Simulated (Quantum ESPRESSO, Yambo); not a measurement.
An input for Yambo 5.3.0 (OsIF (1T monolayer (Janus))):

```
HF_and_locXC
gw0
dyson
ppa
em1d
rim_cut
rim_w
RandQpts= 3000000
RandGvec= 100 RL
CUTGeo= "slab z"
RandGvecW= 9 RL
EXXRLvcs= 76 Ry
VXCRLvcs= 304 Ry
Chimod= "HARTREE"
% BndsRnXp
 1 | 244 |
%
NGsBlkXp= 8 Ry
% LongDrXp
 1 | 1 | 0 |
%
% GbndRnge
 1 | 244 |
%
DysSolver= "n"
ExtendOut
PPAPntXp= 27.21138 eV
% QPkrange
 2 | 2 | 37 | 44 |
 6 | 6 | 37 | 44 |
 1 | 1 | 37 | 44 |
%
```

```sh
OMP_NUM_THREADS=1 mpirun -n 4 yambo -F gw3.in -J gw3 -C gw3 > gw3.log
```

The stored states that it reads are on a 6×6×1 mesh. The cell holds 3 atoms: 1 Os, 1 F and 1 I. Cell: a = 3.812 Å, b = 3.812 Å, c = 15.000 Å, α = 90.0°, β = 90.0°, γ = 120.0°. Vacuum lies along c.

Q: Estimate wall time and host memory on 4 MPI ranks of Arm Neoverse V1, shared host.

It took 25 min; on shared hardware allow 12 min to 49 min. Peak host memory was 6.8 GiB.

The screening grows as filled bands × empty bands × pairs of k points, times the square of the screening basis for the matrix.

[Paths, hosts, dates, memory and timing lines, banners, echoed tables and standing remarks are left out of the program output.]

[Logs are printed without paths, hosts, clocks, repeated set-up lines and the standing remarks that a program may print on its own settings, such as how far it seeks lower states.]

[Runs of the session that timed out or met a known fault of the program may be left out.]

[Hosts, paths, dates, database ids (printed as entryN), source tags and the programs' standing remarks are cut or masked in the printed files.]
